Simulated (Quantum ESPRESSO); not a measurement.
# NiI2: parallel and opposed starts, part 3 of 3

Aim: find out which collinear order of NiI2 costs least.

Quantum ESPRESSO 7.5; LDA with U = 6 eV on Ni d (ortho-atomic projectors); plane waves with GBRV 1.5 LDA potentials, no spin-orbit coupling.

So far, largest spin moment in the atom's sphere (μB): step 2 (start 1: ferro +) 1.48; step 3 (run 2 (antiferro q=(0,0,1/2) +−)) 1.47; step 5 (the lowest state again, with its states saved) 1.47.

The database entry behind the starting cell differs from later determinations by our own check (c about 0.7 % short), so it need not match the best structure at ambient conditions.

## (6) Projections on atomic orbitals

Level of this step: LDA with U = 6 eV on Ni d (ortho-atomic projectors); plane waves with GBRV 1.5 LDA potentials, no spin-orbit coupling, projections on orthogonalised atomic orbitals (Quantum ESPRESSO).

projwfc.x projects the saved states on orthogonalised atomic orbitals of the pseudopotential files.

What it wrote:

```text
[banner, memory and clock lines left out]
Program PROJWFC v.7.5 starts

     [... lines left out ...]
     IMPORTANT: XC functional enforced from input :
     Exchange-correlation= PZ
                           (   1   1   0   0   0   0   0)
     Any further DFT definition will be discarded
     Please, verify this is what you really want

     G-vector sticks info

     Check: negative core charge=   -0.000003

     Gaussian broadening (read from input): ngauss,degauss=   0    0.010000

     Calling projwave ....

  Problem Sizes
  natomwfc =           42
  nbnd     =           47
  nkstot   =           68
  npwx     =         5024
  nkb      =          108

     Atomic states used for projection
     (read from pseudopotential files):

     state #   1: atom   1 (Ni1), wfc  1 (l=0 m= 1)
     state #   2: atom   1 (Ni1), wfc  2 (l=1 m= 1)
     state #   3: atom   1 (Ni1), wfc  2 (l=1 m= 2)
     state #   4: atom   1 (Ni1), wfc  2 (l=1 m= 3)
     state #   5: atom   1 (Ni1), wfc  3 (l=2 m= 1)
     state #   6: atom   1 (Ni1), wfc  3 (l=2 m= 2)
     state #   7: atom   1 (Ni1), wfc  3 (l=2 m= 3)
     state #   8: atom   1 (Ni1), wfc  3 (l=2 m= 4)
     state #   9: atom   1 (Ni1), wfc  3 (l=2 m= 5)
     state #  10: atom   1 (Ni1), wfc  4 (l=0 m= 1)
     state #  11: atom   1 (Ni1), wfc  5 (l=1 m= 1)
     state #  12: atom   1 (Ni1), wfc  5 (l=1 m= 2)
     state #  13: atom   1 (Ni1), wfc  5 (l=1 m= 3)
     state #  14: atom   2 (Ni2), wfc  1 (l=0 m= 1)
     state #  15: atom   2 (Ni2), wfc  2 (l=1 m= 1)
     state #  16: atom   2 (Ni2), wfc  2 (l=1 m= 2)
     state #  17: atom   2 (Ni2), wfc  2 (l=1 m= 3)
     state #  18: atom   2 (Ni2), wfc  3 (l=2 m= 1)
     state #  19: atom   2 (Ni2), wfc  3 (l=2 m= 2)
     state #  20: atom   2 (Ni2), wfc  3 (l=2 m= 3)
     state #  21: atom   2 (Ni2), wfc  3 (l=2 m= 4)
     state #  22: atom   2 (Ni2), wfc  3 (l=2 m= 5)
     state #  23: atom   2 (Ni2), wfc  4 (l=0 m= 1)
     state #  24: atom   2 (Ni2), wfc  5 (l=1 m= 1)
     state #  25: atom   2 (Ni2), wfc  5 (l=1 m= 2)
     state #  26: atom   2 (Ni2), wfc  5 (l=1 m= 3)
     state #  27: atom   3 (I  ), wfc  1 (l=0 m= 1)
     state #  28: atom   3 (I  ), wfc  2 (l=1 m= 1)
     state #  29: atom   3 (I  ), wfc  2 (l=1 m= 2)
     state #  30: atom   3 (I  ), wfc  2 (l=1 m= 3)
     state #  31: atom   4 (I  ), wfc  1 (l=0 m= 1)
     state #  32: atom   4 (I  ), wfc  2 (l=1 m= 1)
     state #  33: atom   4 (I  ), wfc  2 (l=1 m= 2)
     state #  34: atom   4 (I  ), wfc  2 (l=1 m= 3)
     state #  35: atom   5 (I  ), wfc  1 (l=0 m= 1)
     state #  36: atom   5 (I  ), wfc  2 (l=1 m= 1)
     state #  37: atom   5 (I  ), wfc  2 (l=1 m= 2)
     state #  38: atom   5 (I  ), wfc  2 (l=1 m= 3)
     state #  39: atom   6 (I  ), wfc  1 (l=0 m= 1)
     state #  40: atom   6 (I  ), wfc  2 (l=1 m= 1)
     state #  41: atom   6 (I  ), wfc  2 (l=1 m= 2)
     state #  42: atom   6 (I  ), wfc  2 (l=1 m= 3)

 [... projections of the bands left out ...]

Lowdin Charges:

     Atom #   1: total charge =  18.2200, s =  2.5809, p =  7.1694, d =  8.4697,
                 spin up      =   9.8487, s =  1.2953,
                 spin up      =   9.8487, p =  3.5875, pz=  1.2016, px=  1.1929, py=  1.1931,
                 spin up      =   9.8487, d =  4.9659, dz2=  0.9921, dxz=  0.9943, dyz=  0.9943, dx2-y2=  0.9927, dxy=  0.9925,
                 spin down    =   8.3713, s =  1.2857,
                 spin down    =   8.3713, p =  3.5819, pz=  1.1983, px=  1.1919, py=  1.1918,
                 spin down    =   8.3713, d =  3.5038, dz2=  0.9867, dxz=  0.5005, dyz=  0.4913, dx2-y2=  0.7622, dxy=  0.7631,
                 polarization =   1.4774, s =  0.0096, p =  0.0057, d =  1.4622,
     Atom #   2: total charge =  18.2200, s =  2.5809, p =  7.1694, d =  8.4697,
                 spin up      =   8.3713, s =  1.2857,
                 spin up      =   8.3713, p =  3.5819, pz=  1.1983, px=  1.1919, py=  1.1918,
                 spin up      =   8.3713, d =  3.5038, dz2=  0.9867, dxz=  0.5005, dyz=  0.4913, dx2-y2=  0.7622, dxy=  0.7631,
                 spin down    =   9.8487, s =  1.2953,
                 spin down    =   9.8487, p =  3.5875, pz=  1.2016, px=  1.1929, py=  1.1931,
                 spin down    =   9.8487, d =  4.9659, dz2=  0.9921, dxz=  0.9943, dyz=  0.9943, dx2-y2=  0.9927, dxy=  0.9925,
                 polarization =  -1.4774, s = -0.0096, p = -0.0057, d = -1.4622,
     Atom #   3: total charge =   6.8311, s =  1.8682, p =  4.9628, d =  0.0000,
                 spin up      =   3.4580, s =  0.9348,
                 spin up      =   3.4580, p =  2.5232, pz=  0.8517, px=  0.8627, py=  0.8088,
                 spin up      =   3.4580, d =  0.0000, dz2=  0.0000, dxz=  0.0000, dyz=  0.0000, dx2-y2=  0.0000, dxy=  0.0000,
                 spin down    =   3.3731, s =  0.9335,
                 spin down    =   3.3731, p =  2.4396, pz=  0.8275, px=  0.7799, py=  0.8322,
                 spin down    =   3.3731, d =  0.0000, dz2=  0.0000, dxz=  0.0000, dyz=  0.0000, dx2-y2=  0.0000, dxy=  0.0000,
                 polarization =   0.0849, s =  0.0013, p =  0.0836, d =  0.0000,
     Atom #   4: total charge =   6.8311, s =  1.8682, p =  4.9628, d =  0.0000,
                 spin up      =   3.3731, s =  0.9335,
                 spin up      =   3.3731, p =  2.4396, pz=  0.8275, px=  0.7799, py=  0.8322,
                 spin up      =   3.3731, d =  0.0000, dz2=  0.0000, dxz=  0.0000, dyz=  0.0000, dx2-y2=  0.0000, dxy=  0.0000,
                 spin down    =   3.4580, s =  0.9348,
                 spin down    =   3.4580, p =  2.5232, pz=  0.8517, px=  0.8627, py=  0.8088,
                 spin down    =   3.4580, d =  0.0000, dz2=  0.0000, dxz=  0.0000, dyz=  0.0000, dx2-y2=  0.0000, dxy=  0.0000,
                 polarization =  -0.0849, s = -0.0013, p = -0.0836, d =  0.0000,
     Atom #   5: total charge =   6.8311, s =  1.8682, p =  4.9628, d =  0.0000,
                 spin up      =   3.3731, s =  0.9335,
                 spin up      =   3.3731, p =  2.4396, pz=  0.8275, px=  0.7799, py=  0.8322,
                 spin up      =   3.3731, d =  0.0000, dz2=  0.0000, dxz=  0.0000, dyz=  0.0000, dx2-y2=  0.0000, dxy=  0.0000,
                 spin down    =   3.4580, s =  0.9348,
                 spin down    =   3.4580, p =  2.5232, pz=  0.8517, px=  0.8627, py=  0.8088,
                 spin down    =   3.4580, d =  0.0000, dz2=  0.0000, dxz=  0.0000, dyz=  0.0000, dx2-y2=  0.0000, dxy=  0.0000,
                 polarization =  -0.0849, s = -0.0013, p = -0.0836, d =  0.0000,
     Atom #   6: total charge =   6.8311, s =  1.8682, p =  4.9628, d =  0.0000,
                 spin up      =   3.4580, s =  0.9348,
                 spin up      =   3.4580, p =  2.5232, pz=  0.8517, px=  0.8627, py=  0.8088,
                 spin up      =   3.4580, d =  0.0000, dz2=  0.0000, dxz=  0.0000, dyz=  0.0000, dx2-y2=  0.0000, dxy=  0.0000,
                 spin down    =   3.3731, s =  0.9335,
                 spin down    =   3.3731, p =  2.4396, pz=  0.8275, px=  0.7799, py=  0.8322,
                 spin down    =   3.3731, d =  0.0000, dz2=  0.0000, dxz=  0.0000, dyz=  0.0000, dx2-y2=  0.0000, dxy=  0.0000,
                 polarization =   0.0849, s =  0.0013, p =  0.0836, d =  0.0000,
     Spilling Parameter:   0.0037
```

It took 2.5 s on 4 MPI ranks of Arm Neoverse V2, shared host; peak memory 0.45 GiB.

```
atom  moment in the sphere (μB)  Löwdin moment (μB)  Löwdin charge (e)
 Ni1                      1.473               1.477             18.220
 Ni2                     -1.473              -1.477             18.220
  I3                      0.053               0.085              6.831
  I4                     -0.053              -0.085              6.831
  I5                     -0.053              -0.085              6.831
  I6                      0.053               0.085              6.831
```

## (7) Occupations of the corrected shells in the lowest state

Occupations of the Hubbard shells:

```csv
block,type,shell,spin,electrons,occupation numbers
1,Ni1,3d,up,4.966,0.992 0.992 0.992 0.995 0.995
1,Ni1,3d,down,3.504,0.267 0.277 0.986 0.987 0.987
2,Ni2,3d,up,3.504,0.267 0.277 0.986 0.987 0.987
2,Ni2,3d,down,4.966,0.992 0.992 0.992 0.995 0.995
```

## (8) Outcome

| Quantity | Value |
| --- | --- |
| lowest state found | antiferromagnetic (from antiferro q=(0,0,1/2) +-) |
| largest site moment | 1.47 μB |
| next state with moments | ferromagnetic, 5.56 meV a seeded atom higher |

In words: The largest moment reads 1.47 μB in the sphere and 1.48 μB by Löwdin projection; a site moment hangs on how space is shared out. Only these 2 starts were compared; other wavevectors, canted and longer-period orders were not.

[Logs and program files are shortened in this print: banners, set-up blocks, solver, clock and traceback lines can be left out without a mark of their own.]

[Logs are printed without paths, hosts, clocks, repeated set-up lines and the standing remarks that a program may print on its own settings, such as how far it seeks lower states.]

[Hosts, paths, dates, database ids (printed as entryN), source tags and the programs' standing remarks are cut or masked in the printed files.]

[Where a cell is said to come from a database of computed structures, the database is the Materials Project.]
